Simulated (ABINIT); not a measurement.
# RbCaH3 (Pm-3m): G0W0 in ABINIT against the plane-wave cutoff, part 2 of 2

How does the gap of RbCaH3 (Pm-3m) converge in the plane-wave cutoff?

ABINIT 10.8.3; LDA and many-body steps on it, plane waves. Known limits of the many-body steps: not at the basis limit; no spin-orbit coupling; coarse k mesh.

So far. Step 5 (Empty states on the mesh, 2×2×2 mesh, 53 bands): On this mesh the gap is 2.932 eV. Step 6 (Screening, 2×2×2 mesh, 49 bands, screening to 106.1 eV): Local fields lower ε∞ by 11 %. On a Γ-centred mesh this coarse the value itself is usually too large, while a short band sum pulls it down.

### 8. Screening, 2×2×2 mesh, 49 bands, screening to 106.1 eV

This step: RPA screening on LDA, plane waves, norm-conserving pseudopotentials.

run.abi reads:

```
acell 3*1.0 Angstrom
rprim 
  4.547000000000 0.000000000000 0.000000000000
  0.000000000000 4.547000000000 0.000000000000
  0.000000000000 0.000000000000 4.547000000000
ntypat 3
znucl 37 20 1
natom 5
typat 1 2 3 3 3
xred 
  0.000000000000 0.000000000000 0.000000000000
  0.500000000000 0.500000000000 0.500000000000
  0.000000000000 0.500000000000 0.500000000000
  0.500000000000 0.000000000000 0.500000000000
  0.500000000000 0.500000000000 0.000000000000
pp_dirpath "pseudos"
pseudos "Rb.upf, Ca.upf, H.upf"
ecut 25
ngkpt 2 2 2
nshiftk 1
shiftk 0 0 0
kptopt 1
chksymbreak 0
istwfk *1
occopt 1
irdwfk 1
optdriver 3
nband 49
ecuteps 3.9
inclvkb 2
awtr 1
symchi 1
indata_prefix "in"
outdata_prefix "out"
tmpdata_prefix "tmp"
```

Command:

```
$ OMP_NUM_THREADS=1 mpirun -n 4 abinit run.abi > log
```

Numbers of over 12 decimals in the logs are rounded to 6 here.

The log of the run:

```text
.Version 10.8.3 of ABINIT. v10.8.2 released Aug 2026.

 Symmetries : space group Pm -3 m (#221); Bravais cP (primitive cubic)
[... echo of the input left out ...]
== DATASET  1 ==================================================================
-   mpi_nproc: 4, omp_nthreads: 1 (-1 if OMP is not activated)

--- !DatasetInfo
iteration_state: {dtset: 1, }
dimensions: {natom: 5, nkpt: 4, mband: 49, nsppol: 1, nspinor: 1, nspden: 1, mpw: 3840, }
cutoff_energies: {ecut:  25.0, pawecutdg:  -1.0, }
electrons: {nelect:   2.20000000E+01, charge:   0.00000000E+00, occopt:   1.00000000E+00, tsmear:   1.00000000E-02, }

 SCREENING: Calculation of the susceptibility and dielectric matrices

 Based on a program developped by R.W. Godby, V. Olevano, G. Onida, and L. Reining.
 Incorporated in ABINIT by V. Olevano, G.-M. Rignanese, and M. Torrent.
.Using double precision arithmetic ; gwpc =  8

[... cell and pseudopotentials left out ...]
--------------------------------------------------------------------------------

 ==== K-mesh for the wavefunctions ====
 Number of points in the irreducible wedge :     4
[... list of points left out ...]
 Together with 48 symmetry operations and time-reversal symmetry
 yields     8 points in the full Brillouin Zone.

 ==== Q-mesh for the screening function ====
 Number of points in the irreducible wedge :     4
[... list of points left out ...]
 Together with 48 symmetry operations and time-reversal symmetry
 yields     8 points in the full Brillouin Zone.

 setmesh: FFT mesh size selected  =    27x   27x   27
          total number of points  =        19683

 vcoul_init : cutoff-mode = AUXILIARY_FUNCTION
 q-points for optical limit:   1
     1)      0.000010    0.000020    0.000030

- screening: taking advantage of time-reversal symmetry
- Maximum band index for partially occupied states nbvw = 11
- Remaining bands to be divided among processors   nbcw = 38
- Number of bands treated by each node ~9

 Number of electrons calculated from density =   22.0000; Expected =   22.0000
 average of density, n =  0.034678
 r_s =    1.9023
 omega_plasma =   17.9631 [eV]

 calculating chi0 at frequencies [eV] :
  1    0.000000E+00    0.000000E+00
  2    0.000000E+00    1.796310E+01

--------------------------------------------------------------------------------
  q-point number  1        q = ( 0.000000, 0.000000, 0.000000) [r.l.u.]
--------------------------------------------------------------------------------
[... chi0 elements left out ...]
 For q-point:  0.000010 0.000020 0.000030
  dielectric constant =   3.7941
  dielectric constant without local fields =   4.2852

  Average fulfillment of the sum rule on Im[epsilon] for q-point    1 :     53.93  [%]
[... wings left out ...]
  q-point number  2        q = ( 0.500000, 0.000000, 0.000000) [r.l.u.]
--------------------------------------------------------------------------------
[... chi0 elements left out ...]
  Average fulfillment of the sum rule on Im[epsilon] for q-point    2 :     65.54  [%]

 [... 2 further q-points ...]
```

The job ended after 4.6 s (4 MPI ranks of Arm Neoverse V1, shared host; peak memory 0.44 GiB; 18 s of CPU time).

This step gave:

```yaml
eps_infinity_with_local_fields_on_this_mesh_along_the_program_s_q_direction: 3.794
the_same_without_local_fields: 4.285
plasma_frequency: 17.96 eV
plane_waves_in_the_screening_matrix: 251
```

### 9. 25 Ha

The self-energy is evaluated for the states that the input lists, and the levels follow from it, in one-shot runs by the linearised quasiparticle equation.

This step: G0W0 on LDA, plane waves, norm-conserving pseudopotentials.

run.abi: that of step 8 with these lines changed.

```diff
@@ -26,8 +26,17 @@
 irdwfk 1
-optdriver 3
+optdriver 4
 nband 49
+gwcalctyp 0
+ecutsigx 25
+symsigma 1
+nkptgw 2
+kptgw 
+  0.5000000000 0.5000000000 0.0000000000
+  0.0000000000 0.0000000000 0.0000000000
+bdgw 
+  10 14
+  10 14
 ecuteps 3.9
-inclvkb 2
-awtr 1
-symchi 1
+irdscr 1
+ppmodel 1
 indata_prefix "in"
```

The log of the run:

```text
.Version 10.8.3 of ABINIT. v10.8.2 released Aug 2026.

 Symmetries : space group Pm -3 m (#221); Bravais cP (primitive cubic)
[... echo of the input left out ...]
== DATASET  1 ==================================================================
-   mpi_nproc: 4, omp_nthreads: 1 (-1 if OMP is not activated)

--- !DatasetInfo
iteration_state: {dtset: 1, }
dimensions: {natom: 5, nkpt: 4, mband: 49, nsppol: 1, nspinor: 1, nspden: 1, mpw: 3840, }
cutoff_energies: {ecut:  25.0, pawecutdg:  -1.0, }
electrons: {nelect:   2.20000000E+01, charge:   0.00000000E+00, occopt:   1.00000000E+00, tsmear:   1.00000000E-02, }

 SIGMA: Calculation of the GW corrections

 Based on a program developped by R.W. Godby, V. Olevano, G. Onida, and L. Reining.
 Incorporated in ABINIT by V. Olevano, G.-M. Rignanese, and M. Torrent.
.Using double precision arithmetic ; gwpc =  8

[... cell and pseudopotentials left out ...]
--------------------------------------------------------------------------------

 ==== K-mesh for the wavefunctions ====
 Number of points in the irreducible wedge :     4
[... list of points left out ...]
 Together with 48 symmetry operations and time-reversal symmetry
 yields     8 points in the full Brillouin Zone.

 ==== Q-mesh for screening function ====
 Number of points in the irreducible wedge :     4
[... list of points left out ...]
 Together with 48 symmetry operations and time-reversal symmetry
 yields     8 points in the full Brillouin Zone.

 vcoul_init : cutoff-mode = AUXILIARY_FUNCTION
 q-points for optical limit:   1
     1)      0.000010    0.000020    0.000030
 setmesh: FFT mesh size selected  =    40x   40x   40
          total number of points  =        64000

 Number of electrons calculated from density =   22.0000; Expected =   22.0000
[...]
number of omega for Sigma on real axis              0
 max omega for Sigma on real axis  [eV]           0.00
 zcut for avoiding poles [eV]                     0.10

 EPSILON^-1 parameters (SCR file):
 dimension of the eps^-1 matrix on file            251
 dimension of the eps^-1 matrix used               251
 number of plane-waves for wavefunctions          3791
 number of bands                                    49
 number of q-points in IBZ                           4
 number of frequencies                               2
 number of real frequencies                          1
 number of imag frequencies                          1

 matrix elements of self-energy operator (all in [eV])

 Perturbative Calculation

--- !SelfEnergy_ee
iteration_state: {dtset: 1, }
kpoint     : [   0.500,    0.500,    0.000, ]
spin       : 1
KS_gap     :    2.931
QP_gap     :    5.366
Delta_QP_KS:    2.435
data: !SigmaeeData |
     Band     E0 <VxcDFT>   SigX SigC(E0)      Z dSigC/dE  Sig(E)    E-E0       E
       10  -0.176 -10.557 -14.027   2.321   0.779  -0.284 -11.451  -0.895  -1.071
       11  -0.176 -10.557 -14.027   2.321   0.779  -0.284 -11.451  -0.895  -1.071
       12   2.755  -8.600  -3.727  -3.004   0.824  -0.214  -7.060   1.540   4.295
[...]
--- !SelfEnergy_ee
iteration_state: {dtset: 1, }
kpoint     : [   0.000,    0.000,    0.000, ]
spin       : 1
KS_gap     :    6.265
QP_gap     :    9.629
Delta_QP_KS:    3.364
data: !SigmaeeData |
     Band     E0 <VxcDFT>   SigX SigC(E0)      Z dSigC/dE  Sig(E)    E-E0       E
[...]
13   5.724 -13.141  -5.908  -3.758   0.783  -0.276 -10.419   2.722   8.446
       14   5.724 -13.141  -5.908  -3.758   0.783  -0.276 -10.419   2.722   8.446

== END DATASET(S) ==============================================================
================================================================================

 -outvars: echo values of variables after computation  --------
           etotal      0.0000000000E+00
            nband          49
             nkpt           4
          spgroup         221
 [... the other variables as echoed above ...]

 Calculation completed.
```

Wall time 5.2 s (4 MPI ranks); peak memory 0.57 GiB.

This step gave:

```yaml
g0w0_gap_on_the_points_computed: 5.366 eV
starting_gap_on_the_mesh: 2.931 eV
k_of_the_valence_top: 0.5, 0.5, 0
k_of_the_conduction_bottom: 0.5, 0.5, 0
z_at_the_valence_top: 0.779
z_at_the_conduction_bottom: 0.824
least_direct_g0w0_gap_on_the_computed_points: 5.366 eV
```

The gap on the mesh goes from 2.93 eV to 5.37 eV, a correction of +2.43 eV.

### 10. Screening, 2×2×2 mesh, 49 bands, screening to 106.1 eV

This step: RPA screening on LDA, plane waves, norm-conserving pseudopotentials.

run.abi: that of step 9 with these lines changed.

```diff
@@ -17,3 +17,3 @@
 pseudos "Rb.upf, Ca.upf, H.upf"
-ecut 25
+ecut 31
 ngkpt 2 2 2
@@ -26,17 +26,8 @@
 irdwfk 1
-optdriver 4
+optdriver 3
 nband 49
-gwcalctyp 0
-ecutsigx 25
-symsigma 1
-nkptgw 2
-kptgw 
-  0.5000000000 0.5000000000 0.0000000000
-  0.0000000000 0.0000000000 0.0000000000
-bdgw 
-  10 14
-  10 14
 ecuteps 3.9
-irdscr 1
-ppmodel 1
+inclvkb 2
+awtr 1
+symchi 1
 indata_prefix "in"
```

The log of the run:

```text
.Version 10.8.3 of ABINIT. v10.8.2 released Aug 2026.

 Symmetries : space group Pm -3 m (#221); Bravais cP (primitive cubic)
[... echo of the input left out ...]
== DATASET  1 ==================================================================
-   mpi_nproc: 4, omp_nthreads: 1 (-1 if OMP is not activated)

--- !DatasetInfo
iteration_state: {dtset: 1, }
dimensions: {natom: 5, nkpt: 4, mband: 49, nsppol: 1, nspinor: 1, nspden: 1, mpw: 5248, }
cutoff_energies: {ecut:  31.0, pawecutdg:  -1.0, }
[...]
--------------------------------------------------------------------------------
[... chi0 elements left out ...]
 For q-point:  0.000010 0.000020 0.000030
  dielectric constant =   3.7937
  dielectric constant without local fields =   4.2845

  Average fulfillment of the sum rule on Im[epsilon] for q-point    1 :     53.91  [%]
[... wings left out ...]
  q-point number  2        q = ( 0.500000, 0.000000, 0.000000) [r.l.u.]
--------------------------------------------------------------------------------
[... chi0 elements left out ...]
  Average fulfillment of the sum rule on Im[epsilon] for q-point    2 :     65.51  [%]

 [... 2 further q-points ...]
```

Run time: 5.2 s. Hardware: 4 MPI ranks; peak memory 0.5 GiB.

Numbers from this step:

```yaml
eps_infinity_with_local_fields_on_this_mesh_along_the_program_s_q_direction: 3.794
the_same_without_local_fields: 4.285
plasma_frequency: 17.96 eV
plane_waves_in_the_screening_matrix: 251
```

### 11. 31 Ha

This step: G0W0 on LDA, plane waves, norm-conserving pseudopotentials.

run.abi: that of step 10 with these lines changed.

```diff
@@ -26,8 +26,17 @@
 irdwfk 1
-optdriver 3
+optdriver 4
 nband 49
+gwcalctyp 0
+ecutsigx 31
+symsigma 1
+nkptgw 2
+kptgw 
+  0.5000000000 0.5000000000 0.0000000000
+  0.0000000000 0.0000000000 0.0000000000
+bdgw 
+  10 14
+  10 14
 ecuteps 3.9
-inclvkb 2
-awtr 1
-symchi 1
+irdscr 1
+ppmodel 1
 indata_prefix "in"
```

The log of the run:

```text
.Version 10.8.3 of ABINIT. v10.8.2 released Aug 2026.

 Symmetries : space group Pm -3 m (#221); Bravais cP (primitive cubic)
[... echo of the input left out ...]
== DATASET  1 ==================================================================
-   mpi_nproc: 4, omp_nthreads: 1 (-1 if OMP is not activated)

--- !DatasetInfo
iteration_state: {dtset: 1, }
dimensions: {natom: 5, nkpt: 4, mband: 49, nsppol: 1, nspinor: 1, nspden: 1, mpw: 5248, }
cutoff_energies: {ecut:  31.0, pawecutdg:  -1.0, }
[...]
Band     E0 <VxcDFT>   SigX SigC(E0)      Z dSigC/dE  Sig(E)    E-E0       E
[...]
13   5.719 -13.158  -5.920  -3.761   0.783  -0.277 -10.435   2.723   8.442
       14   5.719 -13.158  -5.920  -3.761   0.783  -0.277 -10.435   2.723   8.442

== END DATASET(S) ==============================================================
================================================================================

 -outvars: echo values of variables after computation  --------
           etotal      0.0000000000E+00
            nband          49
             nkpt           4
          spgroup         221
 [... the other variables as echoed above ...]

 Calculation completed.
```

Elapsed: 5.5 s, on 4 MPI ranks; peak memory 0.64 GiB; 22 s of CPU time.

Numbers from this step:

| Quantity | Value |
| --- | --- |
| G0W0 gap on the points computed | 5.367 eV |
| starting gap on the mesh | 2.932 eV |
| k of the valence top | 0.5, 0.5, 0 |
| k of the conduction bottom | 0.5, 0.5, 0 |
| least direct G0W0 gap on the computed points | 5.367 eV |

Against the run before, the gap moves by +0.001 eV.

### 12. Screening, 2×2×2 mesh, 49 bands, screening to 106.1 eV

This step: RPA screening on LDA, plane waves, norm-conserving pseudopotentials.

run.abi: that of step 11 with these lines changed.

```diff
@@ -17,3 +17,3 @@
 pseudos "Rb.upf, Ca.upf, H.upf"
-ecut 31
+ecut 39
 ngkpt 2 2 2
@@ -26,17 +26,8 @@
 irdwfk 1
-optdriver 4
+optdriver 3
 nband 49
-gwcalctyp 0
-ecutsigx 31
-symsigma 1
-nkptgw 2
-kptgw 
-  0.5000000000 0.5000000000 0.0000000000
-  0.0000000000 0.0000000000 0.0000000000
-bdgw 
-  10 14
-  10 14
 ecuteps 3.9
-irdscr 1
-ppmodel 1
+inclvkb 2
+awtr 1
+symchi 1
 indata_prefix "in"
```

The log of the run:

```text
.Version 10.8.3 of ABINIT. v10.8.2 released Aug 2026.

 Symmetries : space group Pm -3 m (#221); Bravais cP (primitive cubic)
[... echo of the input left out ...]
== DATASET  1 ==================================================================
-   mpi_nproc: 4, omp_nthreads: 1 (-1 if OMP is not activated)

--- !DatasetInfo
iteration_state: {dtset: 1, }
dimensions: {natom: 5, nkpt: 4, mband: 49, nsppol: 1, nspinor: 1, nspden: 1, mpw: 7400, }
cutoff_energies: {ecut:  39.0, pawecutdg:  -1.0, }
[...]
--------------------------------------------------------------------------------
[... chi0 elements left out ...]
 For q-point:  0.000010 0.000020 0.000030
  dielectric constant =   3.7933
  dielectric constant without local fields =   4.2840

  Average fulfillment of the sum rule on Im[epsilon] for q-point    1 :     53.91  [%]
[... wings left out ...]
  q-point number  2        q = ( 0.500000, 0.000000, 0.000000) [r.l.u.]
--------------------------------------------------------------------------------
[... chi0 elements left out ...]
  Average fulfillment of the sum rule on Im[epsilon] for q-point    2 :     65.51  [%]

 [... 2 further q-points ...]
```

It took 5.8 s on 4 MPI ranks; peak memory 0.54 GiB.

This step gave:

| Property | Result |
| --- | --- |
| ε∞ with local fields, on this mesh, along the program's q direction | 3.793 |
| the same without local fields | 4.284 |
| plasma frequency | 17.96 eV |
| plane waves in the screening matrix | 251 |

### 13. 39 Ha

This step: G0W0 on LDA, plane waves, norm-conserving pseudopotentials.

run.abi: that of step 12 with these lines changed.

```diff
@@ -26,8 +26,17 @@
 irdwfk 1
-optdriver 3
+optdriver 4
 nband 49
+gwcalctyp 0
+ecutsigx 39
+symsigma 1
+nkptgw 2
+kptgw 
+  0.5000000000 0.5000000000 0.0000000000
+  0.0000000000 0.0000000000 0.0000000000
+bdgw 
+  10 14
+  10 14
 ecuteps 3.9
-inclvkb 2
-awtr 1
-symchi 1
+irdscr 1
+ppmodel 1
 indata_prefix "in"
```

The log of the run:

```text
.Version 10.8.3 of ABINIT. v10.8.2 released Aug 2026.

 Symmetries : space group Pm -3 m (#221); Bravais cP (primitive cubic)
[... echo of the input left out ...]
== DATASET  1 ==================================================================
-   mpi_nproc: 4, omp_nthreads: 1 (-1 if OMP is not activated)

--- !DatasetInfo
iteration_state: {dtset: 1, }
dimensions: {natom: 5, nkpt: 4, mband: 49, nsppol: 1, nspinor: 1, nspden: 1, mpw: 7400, }
cutoff_energies: {ecut:  39.0, pawecutdg:  -1.0, }
[...]
Band     E0 <VxcDFT>   SigX SigC(E0)      Z dSigC/dE  Sig(E)    E-E0       E
[...]
13   5.719 -13.158  -5.921  -3.761   0.783  -0.277 -10.436   2.722   8.441
       14   5.719 -13.158  -5.921  -3.761   0.783  -0.277 -10.436   2.722   8.441

== END DATASET(S) ==============================================================
================================================================================

 -outvars: echo values of variables after computation  --------
           etotal      0.0000000000E+00
            nband          49
             nkpt           4
          spgroup         221
 [... the other variables as echoed above ...]

 Calculation completed.
```

Run time: 5.9 s. Hardware: 4 MPI ranks; peak memory 0.5 GiB.

Numbers from this step:

```
G0W0 gap on the points computed              : 5.367 eV
starting gap on the mesh                     : 2.932 eV
k of the valence top                         : 0.5, 0.5, 0
k of the conduction bottom                   : 0.5, 0.5, 0
least direct G0W0 gap on the computed points : 5.367 eV
```

Against the run before, the gap moves by +0.000 eV.

### 14. Side by side

Times are wall times on 4 MPI ranks of Arm Neoverse V1, shared host, good to a factor of about two. A run's time includes the screening step that it read.

| run | mesh | bands | screening cutoff (eV) | DFT gap (eV) | gap on the mesh (eV) | direct (eV) | ε∞ used | time |
| --- | --- | --- | --- | --- | --- | --- | --- | --- |
| 19 Ha | 2×2×2 | 49 | 106.1 | 2.947 | 5.372 | 5.372 | 3.77 | 8.9 s |
| 25 Ha | 2×2×2 | 49 | 106.1 | 2.931 | 5.366 | 5.366 | 3.79 | 9.7 s |
| 31 Ha | 2×2×2 | 49 | 106.1 | 2.932 | 5.367 | 5.367 | 3.79 | 11 s |
| 39 Ha | 2×2×2 | 49 | 106.1 | 2.932 | 5.367 | 5.367 | 3.79 | 12 s |

### 15. What came out

- 19 Ha: 5.372 eV
- 25 Ha: 5.366 eV
- 31 Ha: 5.367 eV
- 39 Ha: 5.367 eV
- known limits: not at the basis limit; no spin-orbit coupling; coarse k mesh

**Reading.** The setting moved: plane-wave cutoff. From 19 Ha to 39 Ha the gap moves by −0.005 eV. It holds to 0.03 eV from 19 Ha on. Bands and screening cutoff are coupled, so a series along one setting does not show full convergence. Bands and cutoff are finite, so the gap is not at the basis limit. The miss can reach some tenths of an eV and take either sign; the mesh is an error of its own. In the first G0W0 run levels were corrected at 2 k points alone, so a gap called «on the mesh» is the least over those, and an edge elsewhere would be missed. The 2×2×2 mesh is coarse for this cell, which bears on the long-range parts of exchange and screening. This is the ideal cubic cell; many perovskites, halides above all, are cubic only on average, and local tilts or off-centring can widen the gap. The many-body steps are scalar-relativistic: spin-orbit coupling is not in them.

[Paths, hosts, dates, memory and timing lines, banners, echoed tables and standing remarks are left out of the program output.]

[Logs are printed without paths, hosts, clocks, repeated set-up lines and the standing remarks that a program may print on its own settings, such as how far it seeks lower states.]

[Runs of the session that timed out or met a known fault of the program may be left out.]

[No measured gap is set beside runs whose start may be inverted or whose files or cutoffs have a known fault.]

[Hosts, paths, dates, database ids (printed as entryN), source tags and the programs' standing remarks are cut or masked in the printed files.]

[G0W0 gaps are taken among the corrected bands and points alone; a level outside them can change the order at an edge.]

[Where Ansatz stands beside ABINIT at settings called matched, ABINIT's density can come from a denser mesh and the files from another edition; pairs whose starting gaps differed by over 0.03 eV were left out, so agreement reads better than it is.]
